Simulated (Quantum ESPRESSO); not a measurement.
## Rb (Im-3m): from the cell to the phonon bands

How does Rb (Im-3m) vibrate, and is this structure a minimum?

Main program and level: Quantum ESPRESSO 7.5; DFT LDA, scalar-relativistic, plane waves, PseudoDojo norm-conserving pseudopotentials.

Most raw output is cut from this account.

The database entry behind the starting cell lists a temperature near 78 K, so it need not match the best structure at ambient conditions.

### 1. The starting structure

The structure is cubic, space group Im-3m (No. 229). Conventional cell: a = 5.605 Å, b = 5.605 Å, c = 5.605 Å, α = 90.00°, β = 90.00°, γ = 90.00°. Nearest to Rb lie 8 Rb at 4.85 Å.

Structure file:

```cif
data_structure
_symmetry_space_group_name_H-M 'P 1'
_symmetry_Int_Tables_number 1
_cell_length_a 4.8541
_cell_length_b 4.8541
_cell_length_c 4.8541
_cell_angle_alpha 70.529
_cell_angle_beta 109.471
_cell_angle_gamma 70.529
_cell_volume 88.04
loop_
_atom_site_label
_atom_site_type_symbol
_atom_site_fract_x
_atom_site_fract_y
_atom_site_fract_z
_atom_site_occupancy
Rb1 Rb 0.00000 0.00000 0.00000 1
```

### 2. A first look

Before anything dear is run, a loose run with smearing shows whether this is a metal and how far the cell is from rest.

Input file probe.in:

```
&CONTROL
  calculation = 'scf'
  prefix      = 'x'
  outdir      = './tmp'
  pseudo_dir  = './pseudo'
  tprnfor     = .true.
  tstress     = .true.
  verbosity   = 'high'
/
&SYSTEM
  ibrav       = 3
  celldm(1)   = 10.59191493
  nat         = 1
  ntyp        = 1
  ecutwfc     = 46.0
  occupations = 'smearing'
  smearing    = 'gaussian'
  degauss     = 0.01
/
&ELECTRONS
  conv_thr         = 1.0d-07
  mixing_beta      = 0.7
  electron_maxstep = 100
/
ATOMIC_SPECIES
 Rb     85.4678  Rb.upf
ATOMIC_POSITIONS crystal
 Rb     0.000000000   0.000000000   0.000000000
K_POINTS automatic
 4 4 4 0 0 0
```

Command:

```sh
> OMP_NUM_THREADS=1 mpirun -n 4 pw.x -nk 4 -in probe.in > probe.out
```

Wall time 1.5 s (4 MPI ranks of Arm Neoverse V1, shared host).

This step gave:

- volume per atom: 88.04 Å³
- pressure: -0.277 GPa
- gap on the k-mesh: 0 eV

No gap opens on this mesh, so smearing is kept; the start stands at -0.28 GPa.

### 3. Relaxing the cell and atoms

The relaxation runs at a cutoff a fifth above that of the response, since stress converges more slowly with the basis than frequencies do. Forces and stress are brought to rest with tight thresholds.

Input file relax.in:

```
&CONTROL
  calculation   = 'vc-relax'
  prefix        = 'x'
  outdir        = './tmp'
  pseudo_dir    = './pseudo'
  tprnfor       = .true.
  tstress       = .true.
  forc_conv_thr = 2.0d-05
  etot_conv_thr = 1.0d-07
  nstep         = 40
/
&SYSTEM
  ibrav       = 3
  celldm(1)   = 10.59191493
  nat         = 1
  ntyp        = 1
  ecutwfc     = 55
  occupations = 'smearing'
  smearing    = 'mv'
  degauss     = 0.02
/
&ELECTRONS
  conv_thr         = 1.0d-11
  mixing_beta      = 0.7
  electron_maxstep = 100
/
&IONS
/
&CELL
  press_conv_thr = 0.2
/
ATOMIC_SPECIES
 Rb     85.4678  Rb.upf
ATOMIC_POSITIONS crystal
 Rb     0.000000000   0.000000000   0.000000000
K_POINTS automatic
 10 10 10 0 0 0
```

Command:

```sh
> OMP_NUM_THREADS=1 mpirun -n 4 pw.x -nk 4 -in relax.in > relax.out
```

The job ended after 65 s (4 MPI ranks; 4.3 min of CPU time).

The steps of the relaxation:

```
step  energy less that of the first step (eV)  largest force (eV/Å)  pressure (GPa)  volume (Å³)
   1                                   0.0000                0.0000           -0.36        88.04
   2                                  -0.0004                0.0000           -0.35        87.88
   3                                  -0.0009                0.0000           -0.35        87.64
   4                                  -0.0017                0.0000           -0.34        87.28
   5                                  -0.0028                0.0000           -0.33        86.75
   6                                  -0.0043                0.0000           -0.30        85.94
   7                                  -0.0065                0.0000           -0.27        84.75
   8                                  -0.0091                0.0000           -0.21        82.98
   9                                  -0.0118                0.0000           -0.12        80.37
  10                                  -0.0129                0.0000            0.01        77.33
  11                                  -0.0129                0.0000            0.00        77.62
  12                                  -0.0129                0.0000            0.00        77.60
  13                                  -0.0127                0.0000            0.00        77.60
```

```
conventional cell, symmetrised  before  after   change
                         a (Å)   5.605  5.374   -4.1 %
                         b (Å)   5.605  5.374   -4.1 %
                         c (Å)   5.605  5.374   -4.1 %
              volume (Å³/atom)   88.04  77.60  -11.9 %
```

The relaxed structure:

```
CELL_PARAMETERS angstrom
2.68703 2.68703 2.68703
-2.68703 2.68703 2.68703
-2.68703 -2.68703 2.68703
ATOMIC_POSITIONS crystal
Rb 0.00000 0.00000 0.00000
```

The last row of the table of steps is pw.x's closing run on a basis chosen anew for the final cell, so its energy can jump.

This step gave:

```yaml
volume_per_atom: 77.60 Å³
pressure: -0.002 GPa
```

The volume changes by -11.9 % from the cell with which this run began.

### 4. Ground state

The response is built on this ground state, so it is converged far tighter than an energy would need. Smearing stays on, as the first look found no gap above 0.3 eV.

Input file scf.in:

```
&CONTROL
  calculation = 'scf'
  prefix      = 'x'
  outdir      = './tmp'
  pseudo_dir  = './pseudo'
  tprnfor     = .true.
  tstress     = .true.
/
&SYSTEM
  ibrav       = 3
  celldm(1)   = 10.15548884
  nat         = 1
  ntyp        = 1
  ecutwfc     = 46.0
  occupations = 'smearing'
  smearing    = 'mv'
  degauss     = 0.02
/
&ELECTRONS
  conv_thr         = 1.0d-12
  mixing_beta      = 0.7
  electron_maxstep = 100
/
ATOMIC_SPECIES
 Rb     85.4678  Rb.upf
ATOMIC_POSITIONS crystal
 Rb     0.000000000   0.000000000   0.000000000
K_POINTS automatic
 12 12 12 0 0 0
```

Command:

```sh
> OMP_NUM_THREADS=1 mpirun -n 4 pw.x -nk 4 -in scf.in > scf.out
```

Run time: 7.9 s. Hardware: 4 MPI ranks.

This step gave:

```
pressure : -0.004 GPa
```

The cell stands at -0.004 GPa, close enough for phonons.

### 5. Phonons on a q mesh

Linear response treats each wavevector in the unit cell, with no supercell; the 4×4×4 mesh fixes the range of the force constants to be had.

Input file ph.in:

```
phonons
&INPUTPH
  prefix       = 'x'
  outdir       = './tmp'
  fildyn       = 'x.dyn'
  tr2_ph       = 1.0d-18
  alpha_mix(1) = 0.4
  nmix_ph      = 8
  ldisp        = .true.
  nq1          = 4
  nq2          = 4
  nq3          = 4
/
```

Command:

```sh
> OMP_NUM_THREADS=1 mpirun -n 4 ph.x -nk 4 -in ph.in > ph.out
```

Wall time 29 min (4 MPI ranks).

Numbers from this step:

```
largest acoustic frequency at the zone centre before the sum rule  : 0.17 cm⁻¹
lowest mode on the q mesh (acoustic ones at the zone centre apart) : 6.79 cm⁻¹
```

Frequencies (cm⁻¹) at each irreducible wavevector; negative means imaginary. Frequencies by wavevector:

```csv
q (fractions),star,mode 1,mode 2,mode 3
0 0 0,1,0.17,0.17,0.17
0 0 0.25,12,6.79,22.54,36.89
0 0 -0.5,6,9.27,32.08,53.58
0 0.25 -0.5,24,19.34,36.58,48.67
0.25 0.25 0.25,6,32.88,32.88,37.52
0.25 0.25 -0.5,12,33.78,41.02,51.02
0.25 -0.25 0.25,2,39.53,39.53,39.53
-0.5 -0.5 -0.5,1,48.53,48.53,48.53
```

The acoustic modes at Γ come out as far as 0.2 cm⁻¹ from zero, where they should vanish, a small numerical error.

### 6. Force constants in real space

The dynamical matrices of the mesh are Fourier-transformed to force constants in real space.

Input file q2r.in:

```
&INPUT
  fildyn = 'x.dyn'
  zasr   = 'simple'
  flfrc  = 'x.fc'
/
```

Command:

```sh
> q2r.x < q2r.in > q2r.out
```

Run time: 0.47 s. Hardware: 1 thread.

### 7. Interpolated phonon bands

From the force constants any wavevector is cheap; points of the mesh come back as solved, but for the sum rule and, in polar crystals, the LO-TO term at Γ; the rest is interpolation.

Input file matdyn.in:

```
&INPUT
  asr              = 'simple'
  flfrc            = 'x.fc'
  flfrq            = 'x.freq'
  flvec            = 'x.modes'
  q_in_band_form   = .true.
  q_in_cryst_coord = .true.
/
8
  0.0000000   0.0000000   0.0000000  12  ! GAMMA
  0.5000000   0.5000000  -0.5000000  12  ! H
  0.5000000  -0.0000000  -0.5000000  12  ! N
  0.0000000   0.0000000   0.0000000  12  ! GAMMA
  0.7500000   0.2500000  -0.2500000  12  ! P
  0.5000000   0.5000000  -0.5000000   1  ! H
  0.7500000   0.2500000  -0.2500000  12  ! P
  0.5000000  -0.0000000  -0.5000000   1  ! N
```

Command:

```sh
> matdyn.x -in matdyn.in > matdyn.out
```

The job ended after 0.46 s (1 thread).

Read from the output:

```
lowest frequency on the path      : 0 cm⁻¹
mean frequency                    : 33.6 cm⁻¹
Debye temperature (second moment) : 67 K
logarithmic mean frequency        : 30.6 cm⁻¹
```

Matdyn.x, sum rule simple. Phonon branches along the path, in cm⁻¹:

| point | branch 1 | branch 2 | branch 3 |
| --- | --- | --- | --- |
| Γ | 0 | 0 | 0 |
| halfway | 33 | 33 | 38 |
| H | 48 | 48 | 48 |
| halfway | 34 | 41 | 51 |
| N | 9 | 32 | 54 |
| halfway | 7 | 22 | 37 |
| Γ | 0 | 0 | 0 |
| halfway | 20 | 20 | 42 |
| P | 40 | 40 | 40 |
| halfway | 25 | 47 | 47 |
| H | 48 | 48 | 48 |
| jump to P | 40 | 40 | 40 |
| halfway | 23 | 36 | 50 |
| N | 9 | 32 | 54 |

Lowest modes at the softest wavevector of the mesh; phase exp(i q.(R + tau)). Modes at q = (0.000, 0.000, 0.250):

```csv
mode,frequency (cm⁻¹)
1,6.8
2,22.5
3,36.9
```

Displacements in mode 1 (6.8 cm⁻¹), the largest set to 1, in the home cell:
```
Rb1 0.00 1.00 1.00
```

Displacements in mode 3 (36.9 cm⁻¹), the largest set to 1, in the home cell:
```
Rb1  0.00  1.00 -1.00
```

Force constants by pair (phonopy on the run's constants); pairs near half the supercell's span include their periodic images. Pair force constants, by row:

| atom | neighbour | distance (Å) | third of the trace (eV/Å²) | along the pair's line (eV/Å²) |
| --- | --- | --- | --- | --- |
| Rb1 | itself | 0 | 0.4057 | – |
| Rb1 | Rb | 4.654 | -0.046 | -0.1558 |
| Rb1 | Rb | 5.374 | -0.0105 | -0.0301 |

Harmonic mean-square displacement, third of the trace. Mean-square displacements:

| T (K) | Rb1 U_eq (Å²) |
| --- | --- |
| 0 | 0.0074 |
| 100 | 0.06008 |
| 300 | 0.179 |
| 600 | 0.3577 |

Mode patterns, pair constants, displacements and means over the zone were worked out by phonopy from the force constants of q2r.x.

All branches are real along the path.

### 8. Sums over the zone

Sums over the zone need many more wavevectors than were solved, so the interpolation is sampled on a dense mesh.

Input file matdyn.in:

```
&INPUT
  asr    = 'simple'
  flfrc  = 'x.fc'
  dos    = .true.
  fldos  = 'x.dos'
  nk1    = 12
  nk2    = 12
  nk3    = 12
  deltaE = 0.3
/
```

Command:

```sh
> matdyn.x -in matdyn.in > matdyn.out
```

The job ended after 0.67 s (1 thread).

This step gave:

```yaml
share_of_modes_beyond_3i_cm_minus1_on_the_dense_interpolated_mesh: 0
zero_point_energy_per_atom: 6.24 meV
heat_capacity_at_300_k: 24.88 J/(mol atoms K)
vibrational_entropy_at_300_k: 72.69 J/(mol atoms K)
```

Tetrahedra. Table of phonon density of states by wavenumber; read off at these points:

wavenumber (cm⁻¹), phonon density of states (1/cm⁻¹/cell) and a bar:
```
      0.0      0.000 
      1.0      0.000 
      2.0      0.000 
      3.0      0.002 
      4.0      0.002 
      5.0      0.003 
      6.0      0.004 #
      7.0      0.006 #
      8.0      0.009 #
      9.0      0.013 ##
     10.0      0.020 ###
     11.0      0.028 ####
     12.0      0.036 ######
     13.0      0.045 #######
     14.0      0.051 ########
     15.0      0.054 #########
     16.0      0.053 ########
     17.0      0.057 #########
     18.0      0.063 ##########
     19.0      0.070 ###########
     20.0      0.069 ###########
     20.7      0.075 ############
     21.0      0.074 ############
     22.0      0.067 ###########
     23.0      0.062 ##########
     24.0      0.059 #########
     25.0      0.058 #########
     26.0      0.056 #########
     27.0      0.056 #########
     28.0      0.055 #########
     29.0      0.056 #########
     30.0      0.060 ##########
     31.0      0.065 ##########
     32.0      0.074 ############
     33.0      0.082 #############
     34.0      0.081 #############
     35.0      0.083 #############
     35.7      0.086 ##############
     36.0      0.084 #############
     37.0      0.075 ############
     38.0      0.073 ############
     39.0      0.075 ############
     40.0      0.073 ############
     41.0      0.062 ##########
     42.0      0.061 ##########
     43.0      0.062 ##########
     44.0      0.065 ##########
     45.0      0.057 #########
     46.0      0.071 ###########
     47.0      0.085 #############
     48.0      0.120 ###################
     49.0      0.178 ############################
     49.5      0.190 ##############################
     50.0      0.142 ######################
     51.0      0.074 ############
     52.0      0.044 #######
     53.0      0.008 #
```

Harmonic thermodynamic functions per atom, summed over the density of states scaled to three modes an atom; melting is ignored. Thermodynamic functions:

| T (K) | F_vib (meV/atom) | S (J/mol-atom/K) | C_V (J/mol-atom/K) |
| --- | --- | --- | --- |
| 0 | 6.24 | 0 | 0 |
| 50 | -1 | 29.03 | 22.89 |
| 100 | -20.77 | 45.53 | 24.4 |
| 200 | -77.81 | 62.62 | 24.81 |
| 300 | -148.3 | 72.69 | 24.88 |
| 400 | -227.5 | 79.86 | 24.91 |
| 500 | -313.3 | 85.42 | 24.92 |
| 600 | -404.2 | 89.96 | 24.93 |
| 700 | -499.5 | 93.8 | 24.93 |
| 800 | -598.5 | 97.13 | 24.93 |
| 900 | -700.7 | 100.1 | 24.94 |
| 1000 | -805.8 | 102.7 | 24.94 |

At 300 K the heat capacity has reached 100 % of the Dulong-Petit value.

### 9. The dispersion under another sum rule (asr no)

The sum rule corrects the force constants themselves, so it can shift branches at any wavevector, low ones most.

Input file matdyn.in:

```
&INPUT
  asr              = 'no'
  flfrc            = 'x.fc'
  flfrq            = 'x.freq'
  flvec            = 'x.modes'
  q_in_band_form   = .true.
  q_in_cryst_coord = .true.
/
8
  0.0000000   0.0000000   0.0000000   8  ! GAMMA
  0.5000000   0.5000000  -0.5000000   8  ! H
  0.5000000  -0.0000000  -0.5000000   8  ! N
  0.0000000   0.0000000   0.0000000   8  ! GAMMA
  0.7500000   0.2500000  -0.2500000   8  ! P
  0.5000000   0.5000000  -0.5000000   1  ! H
  0.7500000   0.2500000  -0.2500000   8  ! P
  0.5000000  -0.0000000  -0.5000000   1  ! N
```

Command:

```sh
> matdyn.x -in matdyn.in > matdyn.out
```

It took 0.45 s on 1 thread.

Read from the output:

```yaml
lowest_frequency_on_the_path: 0.1714 cm⁻¹
```

At the labelled points the branches move by no more than 0.3 cm⁻¹.

### 10. Results

```yaml
space_group_after_relaxation: Im-3m
volume_per_atom: 77.6 Å³
q_mesh: 4×4×4
lowest_mode_on_the_q_mesh_acoustic_ones_at_the_zone_centre_apart: 6.79 cm⁻¹
zero_point_energy_per_atom: 6.24 meV
heat_capacity_at_300_k: 24.9 J/(mol atoms K)
vibrational_entropy_at_300_k: 72.7 J/(mol atoms K)
imaginary_modes_on_the_q_mesh: none
```

**Reading.** Rb (Im-3m) is dynamically stable on the 4×4×4 mesh; its spectrum reaches 54 cm⁻¹. These are harmonic frequencies at zero temperature: anharmonic shifts and linewidths and thermal expansion are left out. In a metal the frequencies hang on the k mesh and the smearing, most of all near Kohn anomalies.

[Host names and launcher messages were left out of these logs when they were recorded.]

[Logs are printed without paths, hosts, clocks, repeated set-up lines and the standing remarks that a program may print on its own settings, such as how far it seeks lower states.]

[Hosts, paths, dates, database ids (printed as entryN), source tags and the programs' standing remarks are cut or masked in the printed files.]
